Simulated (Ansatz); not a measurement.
Rows from a G0W0 calculation on TiO2 (Rutile) (Ansatz 0.2.0; G0W0 on PBE, plane waves, PAW; PAW set soft_1; 4×4×4 mesh, 141 empty bands, screening to 300 eV, PAW set soft_1 files), in eV. Spin-orbit coupling is left out.

| row | k | band | start | Σx | Σc at the solution | Vxc |
| --- | --- | --- | --- | --- | --- | --- |
| A | Γ | v1 | 9.071 | -26.116 | 4.772 | -21.329 |
| B | (0.000, -0.500, -0.500) | c1 | 11.002 | -13.130 | -6.787 | -21.208 |
| C | Γ | c2 | 11.276 | -13.368 | -6.643 | -21.322 |
| D | (0.000, -0.500, -0.500) | v1 | 8.047 | -25.459 | 4.970 | -20.369 |
| E | Γ | c1 | 10.966 | -13.354 | -6.953 | -21.708 |
| F | Γ | v2 | 8.641 | -26.201 | 4.593 | -21.570 |

Question: Work out each quasiparticle level and how far it moved.

The quasiparticle equation reads E = start + Σx + Σc(E) − Vxc.

| row | E (eV) | shift (eV) |
| --- | --- | --- |
| A | 9.056 | −0.015 |
| B | 12.294 | +1.292 |
| C | 12.587 | +1.311 |
| D | 7.927 | −0.120 |
| E | 12.367 | +1.401 |
| F | 8.603 | −0.038 |

The gap over the computed points goes from 1.90 eV to 3.24 eV.

Limits: not at the basis limit; coarse k mesh.

[Runs of the session that timed out or met a known fault of the program may be left out.]

[Cells called generated may have been cut or substituted from an entry of the Crystallography Open Database or the Materials Project.]

[Hosts, paths, dates, database ids (printed as entryN), source tags and the programs' standing remarks are cut or masked in the printed files.]
